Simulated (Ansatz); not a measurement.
# Where S_i (8-fold void) puts its levels in the gap of BaLa2S4 (I-42d)

Aim: at which Fermi levels does S_i (8-fold void) in BaLa2S4 (I-42d) change its charge? The model is a cell of 56 host atoms with 1 S put in.

Main program and level: Ansatz 0.2.0; place-levels on PBEsol runs: charge-transition levels and formation energies with image-charge correction and potential alignment at the atomic sites.

### Step 1. The structure

The cell holds 57 atoms: 8 Ba, 16 La and 33 S. Its edges and angles: a = 12.447 Å, b = 12.447 Å, c = 12.477 Å, α = 59.9°, β = 59.9°, γ = 60.2°. It derives from BaLa2S4 (space group I-42d). Nearest the centre at fractional (0.504, 0.371, 0.879): S57 at 0.00 Å, S27 at 2.49 Å, S34 at 2.49 Å, S46 at 2.49 Å, S42 at 2.49 Å, Ba3 at 2.67 Å, Ba7 at 2.67 Å, La11 at 2.71 Å.

Screening for the image-charge correction: ε∞ = (7.76, 7.76, 7.54), ε0 = (20.97, 20.97, 18.13), from a response run on this crystal (DFPT, PBEsol) at that run's own cell.

The cell's shortest repeat is 12.4 Å.

### Step 2. What was run first

A transition level is the Fermi level at which two charge states cost the same, so each charge needs its own total energy, at its own relaxed structure.

Each atom starts 0.05 Å or so off its site in a random direction: a symmetric start keeps its symmetry, and would miss off-centre moves and Jahn–Teller distortions. Forces are taken at one point at (¼, ¼, ¼). The cell holds 2 electrons more than the neutral one, with a uniform background that keeps it neutral on the whole.

The sampling was tested on the host first: at the k-points planned (1x1x1 shifted 0.25 0.25 0.25) its energy lies 0.005 eV an atom from the dense-mesh value, under the bound of 0.02 eV set for this test; that bounds the host's error, not the defect's.

One state's input; the others differ in charge, spin, start and seed, and in occupations where the table says so.

qm2.relax/input.yaml reads:

```yaml
crystal:
  lattice:
    - [0.0, 8.82241619, 8.7801378]
    - [8.82241619, 0.0, 8.7801378]
    - [8.82241619, 8.82241619, 0.0]
  atoms:
    - { symbol: Ba, position: [0.125, 0.625, 0.375] }
    - { symbol: Ba, position: [0.375, 0.875, 0.625] }
    - { symbol: Ba, position: [0.625, 0.125, 0.875] }
    - { symbol: Ba, position: [0.875, 0.375, 0.125] }
    - { symbol: Ba, position: [0.0, 0.0, 0.5] }
    - { symbol: Ba, position: [0.25, 0.25, 0.75] }
    - { symbol: Ba, position: [0.5, 0.5, 0.0] }
    - { symbol: Ba, position: [0.75, 0.75, 0.25] }
    - { symbol: La, position: [0.12368137, 1.00131863, 0.12631863] }
    - { symbol: La, position: [0.37368137, 0.25131863, 0.37631863] }
    - { symbol: La, position: [0.62368137, 0.50131863, 0.62631863] }
    - { symbol: La, position: [0.87368137, 0.75131863, 0.87631863] }
    - { symbol: La, position: [-0.00131863, 0.37631863, 0.37368137] }
    - { symbol: La, position: [0.24868137, 0.62631863, 0.62368137] }
    - { symbol: La, position: [0.49868137, 0.87631863, 0.87368137] }
    - { symbol: La, position: [0.74868137, 0.12631863, 0.12368137] }
    - { symbol: La, position: [0.25131863, 0.37368137, -0.00131863] }
    - { symbol: La, position: [0.50131863, 0.62368137, 0.24868137] }
    - { symbol: La, position: [0.75131863, 0.87368137, 0.49868137] }
    - { symbol: La, position: [1.00131863, 0.12368137, 0.74868137] }
    - { symbol: La, position: [0.12631863, 0.74868137, 1.00131863] }
    - { symbol: La, position: [0.37631863, -0.00131863, 0.25131863] }
    - { symbol: La, position: [0.62631863, 0.24868137, 0.50131863] }
    - { symbol: La, position: [0.87631863, 0.49868137, 0.75131863] }
    - { symbol: S, position: [0.23611748, 0.82415068, 0.34321553] }
    - { symbol: S, position: [0.48611748, 0.07415068, 0.59321553] }
    - { symbol: S, position: [0.73611748, 0.32415068, 0.84321553] }
    - { symbol: S, position: [0.98611748, 0.57415068, 0.09321553] }
    - { symbol: S, position: [0.07415068, 0.48611748, 0.84651631] }
    - { symbol: S, position: [0.32415068, 0.73611748, 0.09651631] }
    - { symbol: S, position: [0.57415068, 0.98611748, 0.34651631] }
    - { symbol: S, position: [0.82415068, 0.23611748, 0.59651631] }
    - { symbol: S, position: [0.21821553, 0.97151631, 0.86111748] }
    - { symbol: S, position: [0.46821553, 0.22151631, 0.11111748] }
    - { symbol: S, position: [0.71821553, 0.47151631, 0.36111748] }
    - { symbol: S, position: [0.96821553, 0.72151631, 0.61111748] }
    - { symbol: S, position: [0.11111748, 0.19915068, 0.22151631] }
    - { symbol: S, position: [0.36111748, 0.44915068, 0.47151631] }
    - { symbol: S, position: [0.61111748, 0.69915068, 0.72151631] }
    - { symbol: S, position: [0.86111748, 0.94915068, 0.97151631] }
    - { symbol: S, position: [0.19915068, 0.11111748, 0.46821553] }
    - { symbol: S, position: [0.44915068, 0.36111748, 0.71821553] }
    - { symbol: S, position: [0.69915068, 0.61111748, 0.96821553] }
    - { symbol: S, position: [0.94915068, 0.86111748, 0.21821553] }
    - { symbol: S, position: [0.09321553, 0.34651631, 0.57415068] }
    - { symbol: S, position: [0.34321553, 0.59651631, 0.82415068] }
    - { symbol: S, position: [0.59321553, 0.84651631, 0.07415068] }
    - { symbol: S, position: [0.84321553, 0.09651631, 0.32415068] }
    - { symbol: S, position: [0.09651631, 0.84321553, 0.73611748] }
    - { symbol: S, position: [0.34651631, 0.09321553, 0.98611748] }
    - { symbol: S, position: [0.59651631, 0.34321553, 0.23611748] }
    - { symbol: S, position: [0.84651631, 0.59321553, 0.48611748] }
    - { symbol: S, position: [0.22151631, 0.46821553, 0.19915068] }
    - { symbol: S, position: [0.47151631, 0.71821553, 0.44915068] }
    - { symbol: S, position: [0.72151631, 0.96821553, 0.69915068] }
    - { symbol: S, position: [0.97151631, 0.21821553, 0.94915068] }
  supercell: [1, 1, 1]
  defects:
    - { interstitial: { symbol: S, position: [0.503885, 0.371115, 0.878885] } }
total_charge: -2
basis:
  ecutwfc: 420
  xc_grid: 2
hamiltonian:
  xc: pbesol
kpoints:
  mp_grid: { grid: [1, 1, 1], shift: [0.25, 0.25, 0.25] }
scf:
  occupations: { method: fixed }
  max_iter: 80
output:
  forces: true
  charged_corrections:
    epsilon: [7.76, 7.76, 7.54]
    static_epsilon: [20.97, 20.97, 18.13]
relax:
  f_tol: 0.02
  max_steps: 80
  random_displacement: { amplitude: 0.05, seed: 1470 }
checkpoint:
  write: "../qm2.relax.run"
  compress: false
  write_wavefunctions: true
  write_every: 100000
```

The run is started by

```sh
$ ansatz run input.yaml --threads 4 --pin off --max-ram 14131MiB --backend cpu --events-out ev --progress --plain --runs-dir out
```

The relaxed structure is kept and the sampling changed to a 2×2×2 shifted mesh.

The run of this state that the levels use, under PBEsol:

qm2.point/input.yaml reads:

```yaml
crystal:
  checkpoint: "../qm2.relax.run"
  host: checkpoint
total_charge: -2
basis:
  ecutwfc: 420
  xc_grid: 2
hamiltonian:
  xc: pbesol
kpoints:
  mp_grid: { grid: [2, 2, 2], shift: [0.5, 0.5, 0.5] }
scf:
  occupations: { method: fermi_dirac, width: 0.01 }
  max_iter: 80
output:
  forces: true
  eigenvalues: true
  charged_corrections:
    epsilon: [7.76, 7.76, 7.54]
    static_epsilon: [20.97, 20.97, 18.13]
    defect_position: [0.503885, 0.371115, 0.878885]
  eigenstates: { localisation: true }
  populations: true
  band_densities: [{ bands: [v1, v1] }, { bands: [c1, c1] }]
  write_density: true
  write_potential: true
  volumetric_format: npy
  elf: true
checkpoint:
  read: "../qm2.relax.run"
  write: "../qm2.point.run"
  compress: false
  write_wavefunctions: false
  write_every: 100000
```

Relaxations under PBEsol at one point at (¼, ¼, ¼); times on 4 threads of Arm Neoverse V1, shared host:

| charge | moment (μB) | occupations | outcome | steps | largest displacement against the far atoms (Å) | time |
| --- | --- | --- | --- | --- | --- | --- |
| −2 | 0 | fixed | converged | 6 | 0.36 | 2.2 min |
| −1 | 1 | fixed | converged | 11 | 0.39 | 7.6 min |
| 0 | 0 | fixed | converged | 10 | 0.83 | 3.3 min |
| +1 | 1 | fixed | converged | 12 | 0.78 | 9 min |
| −2 | 2 | fixed | converged | 10 | 0.38 | 7.4 min |

Single points under PBEsol at a 2×2×2 shifted mesh; times on 4 threads of Arm Neoverse V1, shared host:

| charge | moment (μB) | occupations | outcome | time |
| --- | --- | --- | --- | --- |
| −2 | 0 | fermi-dirac | converged | 3 min |
| −1 | 1 | fermi-dirac | converged | 5.9 min |
| 0 | 0 | fermi-dirac | converged | 2.9 min |
| +1 | 1 | fermi-dirac | converged | 5.8 min |
| −2 | 2 | fermi-dirac | converged | 6.8 min |

Distances (Å) from S57 to the nearest atoms after relaxation with PBEsol:

| charge | moment (μB) | 1. | 2. | 3. | 4. | 5. | 6. |
| --- | --- | --- | --- | --- | --- | --- | --- |
| −2 | 0 | La 2.67 | La 2.67 | Ba 2.78 | Ba 2.79 | S 2.82 | S 2.83 |
| −2 | 2 | S 2.44 | La 2.70 | La 2.71 | Ba 2.75 | S 2.88 | S 2.91 |
| −1 | 1 | S 2.43 | La 2.70 | La 2.71 | Ba 2.75 | S 2.88 | S 2.91 |
| 0 | 0 | S 2.09 | La 2.74 | La 2.75 | Ba 2.75 | S 2.96 | S 2.98 |
| +1 | 1 | S 2.11 | S 2.69 | La 2.76 | La 2.76 | Ba 2.84 | S 3.05 |

### Step 3. place-levels, PBEsol

A charged cell interacts with its images and the background, and its potential has another zero than the host's. place-levels removes the first by a point-charge model, screened by the static dielectric constant since the ions have relaxed around the charge, and the second by comparing potentials at atoms far from the defect.

The host is a run of the defect-free crystal in the same cutoffs, grids and k-points, so that basis and sampling errors cancel in part in the differences. Its band edges come from a run of the primitive cell that searches the zone for them. Chemical potentials are energies per atom of S (S12 rings, Pnnm, not the stable S8 form), run with the same functional and cutoff.

levels.point.yaml reads:

```yaml
host:
  run: host.point.run
  levels_from: { run: edges.point.run }
states: [qm2.point.run, qm1_M1.point.run, q0.point.run, qp1_M1.point.run, qm2_M2.point.run]
geometry_from:
  qm2.point.run: qm2.relax.run
  qm1_M1.point.run: qm1_M1.relax.run
  q0.point.run: q0.relax.run
  qp1_M1.point.run: qp1_M1.relax.run
  qm2_M2.point.run: qm2_M2.relax.run
  host.point.run: host.relax.run
chemical_potentials:
  S:
    energy: -884.879081
    dataset: "<sha256 of the dataset>"
epsilon: [7.76, 7.76, 7.54]
static_epsilon: [20.97, 20.97, 18.13]
vertical:
  - { from: qm2.point.run, to: qm2.point_neutral.run }
  - { from: qm1_M1.point.run, to: qm1_M1.point_neutral.run }
  - { from: qp1_M1.point.run, to: qp1_M1.point_neutral.run }
  - { from: qm2_M2.point.run, to: qm2_M2.point_neutral.run }
```

The run is started by

```sh
$ ansatz place-levels levels.point.yaml -- --threads 4 --pin off --max-ram 14131MiB
```

Numbers of over 12 decimals in the logs are rounded to 6 here.

Output:

```text
[... repeated set-up lines and file paths are left out, and long positions are rounded to six places ...]
(+1/0) 0.329 eV above the valence edge, 1.596 eV under the conduction edge
(0/-1) 2.067 eV above the valence edge, in the conduction band; not on the lower envelope
(-1/-2) 1.544 eV above the valence edge, 0.381 eV under the conduction edge; not on the lower envelope
(0/-2) 1.805 eV above the valence edge, 0.119 eV under the conduction edge: charges between them are lowest nowhere
formation energy of charge +1: +1.070 eV with the Fermi level at the valence edge
formation energy of charge 0: +1.398 eV with the Fermi level at the valence edge
formation energy of charge -1: +3.465 eV with the Fermi level at the valence edge
formation energy of charge -2: +5.009 eV with the Fermi level at the valence edge
vertical -2 to 0: no energy, since no alignment is typed
  the change from vertical[0].from (qm2.point.run) to vertical[0].to (qm2.point_neutral.run): by its potential at epsilon [7.76, 7.76, 7.54] it stands at 0.457 0.368 0.833, with an rms radius of about 3.7 Å (2.2 2.1 2.2 Å across the planes of the cell's [...]
vertical -1 to 0: no energy, since no alignment is typed
  the change from vertical[1].from (qm1_M1.point.run) to vertical[1].to (qm1_M1.point_neutral.run): by its spins about the atoms it stands at 0.399 0.496 0.846, with an rms radius of about 3.2 Å (2.0 2.1 1.4 Å across the planes of the cell's vectors); [...]
vertical +1 to 0: no energy, since no alignment is typed
  the change from vertical[2].from (qp1_M1.point.run) to vertical[2].to (qp1_M1.point_neutral.run): by its spins about the atoms it stands at 0.316 0.607 0.814, with an rms radius of about 3.1 Å (1.9 2.2 1.1 Å across the planes of the cell's vectors); [...]
vertical -2 to 0: no energy, since no alignment is typed
  the change from vertical[3].from (qm2_M2.point.run) to vertical[3].to (qm2_M2.point_neutral.run): by its potential at epsilon [7.76, 7.76, 7.54] it stands at 0.382 0.471 0.842, with an rms radius of about 5.2 Å (3.2 3.3 2.5 Å across the planes of the cell's [...]
  edges by pbesol of host.levels_from (edges.point.run), its mesh sampled to repeats of 38.14 Å (the valence edge +0.079 eV and the conduction edge -0.143 eV from those of the host's own run), gap 1.925 eV; the host is sampled to repeats of 24.89 Å
  the defect's cells are sampled to repeats of 24.89 Å, like sampling
  charge +1: -174815.4529 eV with its correction of +0.237 eV, at epsilon [20.97, 20.97, 18.13], aligned at sites: +0.1427 eV, mean over 18 atomic sites at or beyond 6.22 Å from the defect at [0.5039, 0.3711, 0.8789], with +0.000000 for the charge's moments [...]
  charge 0: +0.000 eV for its dipole among its images, +0.000 omitted
  charge -1: -174795.1208 eV with its correction of -0.082 eV, at epsilon [20.97, 20.97, 18.13], aligned at sites: +0.1761 eV, mean over 18 atomic sites at or beyond 6.22 Å from the defect at [0.5039, 0.3711, 0.8789], with +0.000000 for the charge's moments [...]
  charge -2: -174784.6082 eV with its correction of -0.000 eV, at epsilon [20.97, 20.97, 18.13], aligned at sites: +0.1877 eV, mean over 18 atomic sites at or beyond 6.22 Å from the defect at [0.5039, 0.3711, 0.8789], with +0.000000 for the charge's moments [...]
  charge -2: states[4] (qm2_M2.point.run) stands 0.739 eV higher, with a moment of 2.00 μB against 0.00
  states[4] (qm2_M2.point.run): levels filled in part (TS 0.006 eV): its energy is of no whole electron's
  of states[3] (qp1_M1.point.run): it parts from the run at its places by a charge that spreads by about 2.2 Å along one vector (1.8 Å or more is wide), by the spins about the atoms, where the cell does not tell a trapped carrier from a band state. [...]
  of states[2] (q0.point.run): its displacements don't fall off away from the defect: farther atoms stand 0.043 Å off the host's places. [...]
  of states[1] (qm1_M1.point.run): it parts from the run at its places by a charge that spreads by about 2.1 Å along one vector (1.8 Å or more is wide), by the spins about the atoms, where the cell does not tell a trapped carrier from a band state. [...]
  of states[0] (qm2.point.run): it parts from the run at its places by a charge that spreads by about 2.2 Å along one vector (1.8 Å or more is wide), by its potential at epsilon [7.76, 7.76, 7.54], taken for that of held ions (one typed too small widens it), [...]
  of states[4] (qm2_M2.point.run): it parts from the run at its places by a charge that spreads by about 3.3 Å along one vector (1.8 Å or more is wide), by its potential at epsilon [7.76, 7.76, 7.54], taken for that of held ions (one typed too small widens [...]
  of vertical[0].from (qm2.point.run): its displacements don't fall off away from the defect: farther atoms stand 0.036 Å off the host's places. [...]
  of vertical[0].to (qm2.point_neutral.run): its displacements don't fall off away from the defect: farther atoms stand 0.036 Å off the host's places. [...]
  of vertical[1].from (qm1_M1.point.run): its displacements don't fall off away from the defect: farther atoms stand 0.038 Å off the host's places. [...]
  of vertical[1].to (qm1_M1.point_neutral.run): its displacements don't fall off away from the defect: farther atoms stand 0.038 Å off the host's places. [...]
  of vertical[2].from (qp1_M1.point.run): its displacements don't fall off away from the defect: farther atoms stand 0.038 Å off the host's places. [...]
  of vertical[2].to (qp1_M1.point_neutral.run): its displacements don't fall off away from the defect: farther atoms stand 0.038 Å off the host's places. [...]
  vertical[3].from (qm2_M2.point.run): levels filled in part (TS 0.006 eV): its energy is of no whole electron's
  of vertical[3].from (qm2_M2.point.run): its displacements don't fall off away from the defect: farther atoms stand 0.036 Å off the host's places. [...]
  of vertical[3].to (qm2_M2.point_neutral.run): its displacements don't fall off away from the defect: farther atoms stand 0.036 Å off the host's places. [...]
```

It took 0.61 s on 4 threads of Arm Neoverse V1, shared host.

(Part 1 of 2 ends here.)

[Logs are printed without paths, hosts, clocks, repeated set-up lines and the standing remarks that a program may print on its own settings, such as how far it seeks lower states.]

[Hosts, paths, dates, database ids (printed as entryN), source tags and the programs' standing remarks are cut or masked in the printed files.]

[Where a table of states has a column of steps, it counts the stored structures, which are thinned; the runs took as many ionic steps or more.]

[A defect's name tells the site on which it was built; relaxed atoms can leave that site.]

[For some hosts the program warned that the k-mesh of the response run may be too coarse for force constants and the static dielectric constant; such warnings are not shown here.]
